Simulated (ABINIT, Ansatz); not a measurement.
# WS2 (P-3m1): zone-centre phonons, part 3 of 3

Aim: the zone-centre modes of WS2 (P-3m1).

ABINIT 10.8.3; DFT LDA, scalar-relativistic, plane waves, PseudoDojo norm-conserving pseudopotentials.

So far. Step 4 (Relaxation): The volume changes by -0.9 % in this run and stands -3.5 % from the first cell. Step 6 (Linear response at Γ): The acoustic modes at Γ come out as far as 2.7 cm⁻¹ from zero, where they should vanish, a small numerical error.

**7. Zone-centre analysis**

anaddb reads the merged derivatives and imposes the acoustic sum rule.

anaddb.abi reads:

```
ddb_filepath "gamma_DDB"
output_file "anaddb.abo"
outdata_prefix "anaddb"
asr 1
chneut 1
enunit 2
eivec 1
nph1l 1
qph1l 0.0 0.0 0.0 1.0
```

mrgddb.in reads:

```
gamma_DDB
merged
2
dfpt_gammao_DDB
gso_DDB
```

Command:

```sh
> mrgddb < mrgddb.in > mrgddb.log
> OMP_NUM_THREADS=1 anaddb anaddb.abi > anaddb.log
```

anaddb.abo, the main output file:

```text
-outvars_anaddb: echo values of input variables ----------------------

 Miscellaneous information :
      enunit         2
       eivec         1
         asr         1
 First list of wavevector (reduced coord.) :
       nph1l         1
       qph1l
                     0.00000000E+00  0.00000000E+00  0.00000000E+00    1.000E+00

================================================================================

 read the DDB information and perform some checks

  ==== Info on the Cryst% object ====
 Real(R)+Recip(G) space primitive vectors, cartesian coordinates (Bohr,Bohr^-1):
 R(1)=  5.8844181  0.0000000  0.0000000  G(1)=  0.1699403  0.0981151  0.0000000
 R(2)= -2.9422090  5.0960555  0.0000000  G(2)=  0.0000000  0.1962302  0.0000000
 R(3)=  0.0000000  0.0000000 30.0466454  G(3)=  0.0000000  0.0000000  0.0332816
 Unit cell volume ucvol=  9.0101841E+02 bohr^3
 Angles (23,13,12)=  9.00000000E+01  9.00000000E+01  1.20000000E+02 degrees
 Time-reversal symmetry is present
 Reduced atomic positions [iatom, xred, symbol]:
    1)    0.0000000  0.0000000  0.5000000   W
    2)    0.3333333  0.6666667  0.6000208   S
    3)    0.6666667  0.3333333  0.3999792   S

 DDB file with 3 blocks has been read.

================================================================================

 Treat the first list of vectors

  Phonon wavevector (reduced coordinates) :  0.00000  0.00000  0.00000
 Phonon energies in Hartree :
   0.000000E+00  0.000000E+00  0.000000E+00  1.060348E-03  1.060348E-03
   1.272082E-03  1.272082E-03  1.729462E-03  1.767216E-03
 Phonon energies in meV     :
-  0.000000E+00  0.000000E+00  0.000000E+00  2.885354E+01  2.885354E+01
-  3.461511E+01  3.461511E+01  4.706106E+01  4.808839E+01
 Phonon frequencies in cm-1    :
-  0.000000E+00  0.000000E+00  0.000000E+00  2.327195E+02  2.327195E+02
-  2.791897E+02  2.791897E+02  3.795730E+02  3.878590E+02
 Phonon frequencies in Thz     :
-  0.000000E+00  0.000000E+00  0.000000E+00  6.976755E+00  6.976755E+00
-  8.369895E+00  8.369895E+00  1.137931E+01  1.162772E+01
 Phonon energies in Kelvin  :
-  0.000000E+00  0.000000E+00  0.000000E+00  3.348314E+02  3.348314E+02
-  4.016916E+02  4.016916E+02  5.461209E+02  5.580426E+02

 Eigendisplacements
 (will be given, for each mode : in cartesian coordinates
   for each atom the real part of the displacement vector,
   then the imaginary part of the displacement vector - absolute values smaller than 1.0d-7 are set to zero)
  Mode number    1   Energy    0.000000E+00
 Attention : low frequency mode.
   (Could be unstable or acoustic mode)
-  1  0.00000000E+00  0.00000000E+00  1.48733867E-03
-     0.00000000E+00  0.00000000E+00  0.00000000E+00
-  2  0.00000000E+00  0.00000000E+00  1.48733867E-03
-     0.00000000E+00  0.00000000E+00  0.00000000E+00
-  3  0.00000000E+00  0.00000000E+00  1.48733867E-03
-     0.00000000E+00  0.00000000E+00  0.00000000E+00
  Mode number    2   Energy    0.000000E+00
 Attention : low frequency mode.
   (Could be unstable or acoustic mode)
-  1  0.00000000E+00  1.48733867E-03  0.00000000E+00
-     0.00000000E+00  0.00000000E+00  0.00000000E+00
-  2  0.00000000E+00  1.48733868E-03  0.00000000E+00
-     0.00000000E+00  0.00000000E+00  0.00000000E+00
-  3  0.00000000E+00  1.48733868E-03  0.00000000E+00
-     0.00000000E+00  0.00000000E+00  0.00000000E+00
  Mode number    3   Energy    0.000000E+00
 Attention : low frequency mode.
   (Could be unstable or acoustic mode)
-  1  1.48733867E-03  0.00000000E+00  0.00000000E+00
-     0.00000000E+00  0.00000000E+00  0.00000000E+00
-  2  1.48733868E-03  0.00000000E+00  0.00000000E+00
-     0.00000000E+00  0.00000000E+00  0.00000000E+00
-  3  1.48733868E-03  0.00000000E+00  0.00000000E+00
-     0.00000000E+00  0.00000000E+00  0.00000000E+00
  Mode number    4   Energy    1.060348E-03
-  1  0.00000000E+00 -8.78446763E-04  0.00000000E+00
-     0.00000000E+00  0.00000000E+00  0.00000000E+00
-  2  0.00000000E+00  2.51828161E-03  0.00000000E+00
-     0.00000000E+00  0.00000000E+00  0.00000000E+00
-  3  0.00000000E+00  2.51828161E-03  0.00000000E+00
-     0.00000000E+00  0.00000000E+00  0.00000000E+00
  Mode number    5   Energy    1.060348E-03
-  1  8.78446763E-04  0.00000000E+00  0.00000000E+00
-     0.00000000E+00  0.00000000E+00  0.00000000E+00
-  2 -2.51828161E-03  0.00000000E+00  0.00000000E+00
-     0.00000000E+00  0.00000000E+00  0.00000000E+00
-  3 -2.51828161E-03  0.00000000E+00  0.00000000E+00
-     0.00000000E+00  0.00000000E+00  0.00000000E+00
  Mode number    6   Energy    1.272082E-03
-  1  0.00000000E+00  0.00000000E+00  0.00000000E+00
-     0.00000000E+00  0.00000000E+00  0.00000000E+00
-  2  0.00000000E+00 -2.92470830E-03  0.00000000E+00
-     0.00000000E+00  0.00000000E+00  0.00000000E+00
-  3  0.00000000E+00  2.92470830E-03  0.00000000E+00
-     0.00000000E+00  0.00000000E+00  0.00000000E+00
  Mode number    7   Energy    1.272082E-03
-  1  0.00000000E+00  0.00000000E+00  0.00000000E+00
-     0.00000000E+00  0.00000000E+00  0.00000000E+00
-  2  2.92470830E-03  0.00000000E+00  0.00000000E+00
-     0.00000000E+00  0.00000000E+00  0.00000000E+00
-  3 -2.92470830E-03  0.00000000E+00  0.00000000E+00
-     0.00000000E+00  0.00000000E+00  0.00000000E+00
  Mode number    8   Energy    1.729462E-03
;  1  0.00000000E+00  0.00000000E+00  0.00000000E+00
;     0.00000000E+00  0.00000000E+00  0.00000000E+00
;  2  0.00000000E+00  0.00000000E+00  2.92470830E-03
;     0.00000000E+00  0.00000000E+00  0.00000000E+00
;  3  0.00000000E+00  0.00000000E+00 -2.92470830E-03
;     0.00000000E+00  0.00000000E+00  0.00000000E+00
  Mode number    9   Energy    1.767216E-03
;  1  0.00000000E+00  0.00000000E+00  8.78446759E-04
;     0.00000000E+00  0.00000000E+00  0.00000000E+00
;  2  0.00000000E+00  0.00000000E+00 -2.51828162E-03
;     0.00000000E+00  0.00000000E+00  0.00000000E+00
;  3  0.00000000E+00  0.00000000E+00 -2.51828162E-03
;     0.00000000E+00  0.00000000E+00  0.00000000E+00

 Analysis of degeneracies and characters (maximum tolerance=1.00E-06 a.u.)
 For each vibration mode, or group of modes if degenerate,
 the characters are given for each symmetry operation (see the list in the log file).
 Symmetry characters of vibration mode #   1
       degenerate with vibration modes #   2 to    3
  3.0 -3.0  1.0 -1.0  0.0 -0.0  1.0 -1.0  0.0 -0.0  1.0 -1.0
 Symmetry characters of vibration mode #   4
        degenerate with vibration mode #   5
  2.0 -2.0  0.0 -0.0 -1.0  1.0  0.0 -0.0 -1.0  1.0 -0.0  0.0
 Symmetry characters of vibration mode #   6
        degenerate with vibration mode #   7
  2.0  2.0 -0.0 -0.0 -1.0 -1.0  0.0  0.0 -1.0 -1.0 -0.0 -0.0
 Symmetry characters of vibration mode #   8
  1.0  1.0  1.0  1.0  1.0  1.0  1.0  1.0  1.0  1.0  1.0  1.0
 Symmetry characters of vibration mode #   9
  1.0 -1.0  1.0 -1.0  1.0 -1.0  1.0 -1.0  1.0 -1.0  1.0 -1.0
-
```

Elapsed: 0.51 s, on 1 thread of Arm Neoverse V2, shared host.

Numbers from this step:

```
highest optical zone-centre mode (no LO-TO term) : 387.9 cm⁻¹
```

No LO-TO term; unit eigenvectors of the mass-weighted matrix, from anaddb's displacements. The modes at Γ (shares of kinetic energy by element, %):

| mode | frequency (cm⁻¹) | W % | S % |
| --- | --- | --- | --- |
| 1 | 0.0 | 74 | 26 |
| 2 | 0.0 | 74 | 26 |
| 3 | 0.0 | 74 | 26 |
| 4 | 232.7 | 26 | 74 |
| 5 | 232.7 | 26 | 74 |
| 6 | 279.2 | 0 | 100 |
| 7 | 279.2 | 0 | 100 |
| 8 | 379.6 | 0 | 100 |
| 9 | 387.9 | 26 | 74 |

Displacements in mode 4 (232.7 cm⁻¹), the largest set to 1:
```
W1   0.00 -0.35  0.00
S2   0.00  1.00  0.00
S3   0.00  1.00  0.00
```

Displacements in mode 9 (387.9 cm⁻¹), the largest set to 1:
```
W1   0.00  0.00  0.35
S2   0.00  0.00 -1.00
S3   0.00  0.00 -1.00
```

The rule moves no optical mode by more than 0.1 cm⁻¹.

**8. Sum rules set otherwise (asr 0)**

Without the rule the raw error of the acoustic modes shows.

Edit anaddb.abi of step 7 so:

```diff
@@ -3,4 +3,4 @@
 outdata_prefix "anaddb"
-asr 1
-chneut 1
+asr 0
+chneut 0
 enunit 2
```

mrgddb.in is that of step 7.

anaddb.abo, the main output file:

```text
-outvars_anaddb: echo values of input variables ----------------------

 Miscellaneous information :
      enunit         2
       eivec         1
      chneut         0
 First list of wavevector (reduced coord.) :
       nph1l         1
       qph1l
                     0.00000000E+00  0.00000000E+00  0.00000000E+00    1.000E+00

================================================================================

 read the DDB information and perform some checks

  ==== Info on the Cryst% object ====
 Real(R)+Recip(G) space primitive vectors, cartesian coordinates (Bohr,Bohr^-1):
 R(1)=  5.8844181  0.0000000  0.0000000  G(1)=  0.1699403  0.0981151  0.0000000
 R(2)= -2.9422090  5.0960555  0.0000000  G(2)=  0.0000000  0.1962302  0.0000000
 R(3)=  0.0000000  0.0000000 30.0466454  G(3)=  0.0000000  0.0000000  0.0332816
 Unit cell volume ucvol=  9.0101841E+02 bohr^3
 Angles (23,13,12)=  9.00000000E+01  9.00000000E+01  1.20000000E+02 degrees
 Time-reversal symmetry is present
 Reduced atomic positions [iatom, xred, symbol]:
    1)    0.0000000  0.0000000  0.5000000   W
    2)    0.3333333  0.6666667  0.6000208   S
    3)    0.6666667  0.3333333  0.3999792   S

 DDB file with 3 blocks has been read.

================================================================================

 Treat the first list of vectors

  Phonon wavevector (reduced coordinates) :  0.00000  0.00000  0.00000
 Phonon energies in Hartree :
  -1.211742E-05  6.540954E-06  6.540955E-06  1.060409E-03  1.060409E-03
   1.272151E-03  1.272151E-03  1.729340E-03  1.767123E-03
 Phonon energies in meV     :
- -3.297318E-01  1.779884E-01  1.779884E-01  2.885521E+01  2.885521E+01
-  3.461699E+01  3.461699E+01  4.705773E+01  4.808588E+01
 Phonon frequencies in cm-1    :
- -2.659466E+00  1.435574E+00  1.435574E+00  2.327329E+02  2.327329E+02
-  2.792049E+02  2.792049E+02  3.795462E+02  3.878388E+02
 Phonon frequencies in Thz     :
- -7.972878E-02  4.303741E-02  4.303742E-02  6.977158E+00  6.977158E+00
-  8.370352E+00  8.370352E+00  1.137851E+01  1.162711E+01
 Phonon energies in Kelvin  :
- -3.826378E+00  2.065470E+00  2.065470E+00  3.348508E+02  3.348508E+02
-  4.017135E+02  4.017135E+02  5.460823E+02  5.580135E+02

 Eigendisplacements
 (will be given, for each mode : in cartesian coordinates
   for each atom the real part of the displacement vector,
   then the imaginary part of the displacement vector - absolute values smaller than 1.0d-7 are set to zero)
  Mode number    1   Energy   -1.211742E-05
 Attention : low frequency mode.
   (Could be unstable or acoustic mode)
;  1  0.00000000E+00  0.00000000E+00  1.48729285E-03
;     0.00000000E+00  0.00000000E+00  0.00000000E+00
;  2  0.00000000E+00  0.00000000E+00  1.48747002E-03
;     0.00000000E+00  0.00000000E+00  0.00000000E+00
;  3  0.00000000E+00  0.00000000E+00  1.48747002E-03
;     0.00000000E+00  0.00000000E+00  0.00000000E+00
  Mode number    2   Energy    6.540954E-06
 Attention : low frequency mode.
   (Could be unstable or acoustic mode)
-  1  0.00000000E+00 -1.48740037E-03  0.00000000E+00
-     0.00000000E+00  0.00000000E+00  0.00000000E+00
-  2  0.00000000E+00 -1.48716180E-03  0.00000000E+00
-     0.00000000E+00  0.00000000E+00  0.00000000E+00
-  3  0.00000000E+00 -1.48716180E-03  0.00000000E+00
-     0.00000000E+00  0.00000000E+00  0.00000000E+00
  Mode number    3   Energy    6.540955E-06
 Attention : low frequency mode.
   (Could be unstable or acoustic mode)
-  1  1.48740037E-03  0.00000000E+00  0.00000000E+00
-     0.00000000E+00  0.00000000E+00  0.00000000E+00
-  2  1.48716180E-03  0.00000000E+00  0.00000000E+00
-     0.00000000E+00  0.00000000E+00  0.00000000E+00
-  3  1.48716180E-03  0.00000000E+00  0.00000000E+00
-     0.00000000E+00  0.00000000E+00  0.00000000E+00
  Mode number    4   Energy    1.060409E-03
-  1  0.00000000E+00  8.78342293E-04  0.00000000E+00
-     0.00000000E+00  0.00000000E+00  0.00000000E+00
-  2  0.00000000E+00 -2.51838607E-03  0.00000000E+00
-     0.00000000E+00  0.00000000E+00  0.00000000E+00
-  3  0.00000000E+00 -2.51838607E-03  0.00000000E+00
-     0.00000000E+00  0.00000000E+00  0.00000000E+00
  Mode number    5   Energy    1.060409E-03
-  1  8.78342293E-04  0.00000000E+00  0.00000000E+00
-     0.00000000E+00  0.00000000E+00  0.00000000E+00
-  2 -2.51838607E-03  0.00000000E+00  0.00000000E+00
-     0.00000000E+00  0.00000000E+00  0.00000000E+00
-  3 -2.51838607E-03  0.00000000E+00  0.00000000E+00
-     0.00000000E+00  0.00000000E+00  0.00000000E+00
  Mode number    6   Energy    1.272151E-03
-  1  0.00000000E+00  0.00000000E+00  0.00000000E+00
-     0.00000000E+00  0.00000000E+00  0.00000000E+00
-  2  0.00000000E+00  2.92470830E-03  0.00000000E+00
-     0.00000000E+00  0.00000000E+00  0.00000000E+00
-  3  0.00000000E+00 -2.92470830E-03  0.00000000E+00
-     0.00000000E+00  0.00000000E+00  0.00000000E+00
  Mode number    7   Energy    1.272151E-03
-  1  0.00000000E+00  0.00000000E+00  0.00000000E+00
-     0.00000000E+00  0.00000000E+00  0.00000000E+00
-  2  2.92470830E-03  0.00000000E+00  0.00000000E+00
-     0.00000000E+00  0.00000000E+00  0.00000000E+00
-  3 -2.92470830E-03  0.00000000E+00  0.00000000E+00
-     0.00000000E+00  0.00000000E+00  0.00000000E+00
  Mode number    8   Energy    1.729340E-03
;  1  0.00000000E+00  0.00000000E+00  0.00000000E+00
;     0.00000000E+00  0.00000000E+00  0.00000000E+00
;  2  0.00000000E+00  0.00000000E+00  2.92470830E-03
;     0.00000000E+00  0.00000000E+00  0.00000000E+00
;  3  0.00000000E+00  0.00000000E+00 -2.92470830E-03
;     0.00000000E+00  0.00000000E+00  0.00000000E+00
  Mode number    9   Energy    1.767123E-03
;  1  0.00000000E+00  0.00000000E+00  8.78524338E-04
;     0.00000000E+00  0.00000000E+00  0.00000000E+00
;  2  0.00000000E+00  0.00000000E+00 -2.51820403E-03
;     0.00000000E+00  0.00000000E+00  0.00000000E+00
;  3  0.00000000E+00  0.00000000E+00 -2.51820403E-03
;     0.00000000E+00  0.00000000E+00  0.00000000E+00

 Analysis of degeneracies and characters (maximum tolerance=1.00E-06 a.u.)
 For each vibration mode, or group of modes if degenerate,
 the characters are given for each symmetry operation (see the list in the log file).
 Symmetry characters of vibration mode #   1
  1.0 -1.0  1.0 -1.0  1.0 -1.0  1.0 -1.0  1.0 -1.0  1.0 -1.0
 Symmetry characters of vibration mode #   2
        degenerate with vibration mode #   3
  2.0 -2.0 -0.0  0.0 -1.0  1.0  0.0 -0.0 -1.0  1.0 -0.0  0.0
 Symmetry characters of vibration mode #   4
        degenerate with vibration mode #   5
  2.0 -2.0  0.0 -0.0 -1.0  1.0 -0.0  0.0 -1.0  1.0 -0.0  0.0
 Symmetry characters of vibration mode #   6
        degenerate with vibration mode #   7
  2.0  2.0 -0.0 -0.0 -1.0 -1.0  0.0  0.0 -1.0 -1.0  0.0  0.0
 Symmetry characters of vibration mode #   8
  1.0  1.0  1.0  1.0  1.0  1.0  1.0  1.0  1.0  1.0  1.0  1.0
 Symmetry characters of vibration mode #   9
  1.0 -1.0  1.0 -1.0  1.0 -1.0  1.0 -1.0  1.0 -1.0  1.0 -1.0
-
```

Run time: 0.5 s. Hardware: 1 thread.

This step gave:

- highest optical zone-centre mode (no LO-TO term): 387.8 cm⁻¹

Zone-centre frequencies as printed; negative means imaginary. Modes:

| mode | frequency (cm⁻¹) |
| --- | --- |
| 1 | -2.66 |
| 2 | 1.44 |
| 3 | 1.44 |
| 4 | 232.7 |
| 5 | 232.7 |
| 6 | 279.2 |
| 7 | 279.2 |
| 8 | 379.6 |
| 9 | 387.8 |

**9. Results**

```
space group after relaxation                                           : P-3m1
area per atom                                                          : 2.80 Å²
highest optical zone-centre mode (no LO-TO term)                       : 387.9 cm⁻¹
lowest optical zone-centre mode                                        : 232.7 cm⁻¹
imaginary optical modes at the zone centre (no q mesh in this session) : none
```

**Reading.** At the LDA level the optical modes of WS2 (P-3m1) at the zone centre run from 233 to 388 cm⁻¹. These are harmonic frequencies at zero temperature: anharmonic shifts and linewidths and thermal expansion are left out. Spin-orbit coupling is left out, which can matter for the heavy elements here. The sheet is repeated along c with vacuum between and no cut of the Coulomb interaction; dielectric tensors refer to the cell with its vacuum, no LO-TO term enters the bands, and the bending branch near Γ is rough. In a metal the frequencies hang on the k mesh and the smearing, most of all near Kohn anomalies. A run on a mesh of wavevectors was begun and cut off at its time limit; it is not shown, and nothing is said of wavevectors that it left out. A run in a second program is left out, since it treats the direction across the vacuum otherwise. The sheet was typed on a prototype.

[Host names and launcher messages were left out of these logs when they were recorded.]

[Logs are printed without paths, hosts, clocks, repeated set-up lines and the standing remarks that a program may print on its own settings, such as how far it seeks lower states.]

[Hosts, paths, dates, database ids (printed as entryN), source tags and the programs' standing remarks are cut or masked in the printed files.]
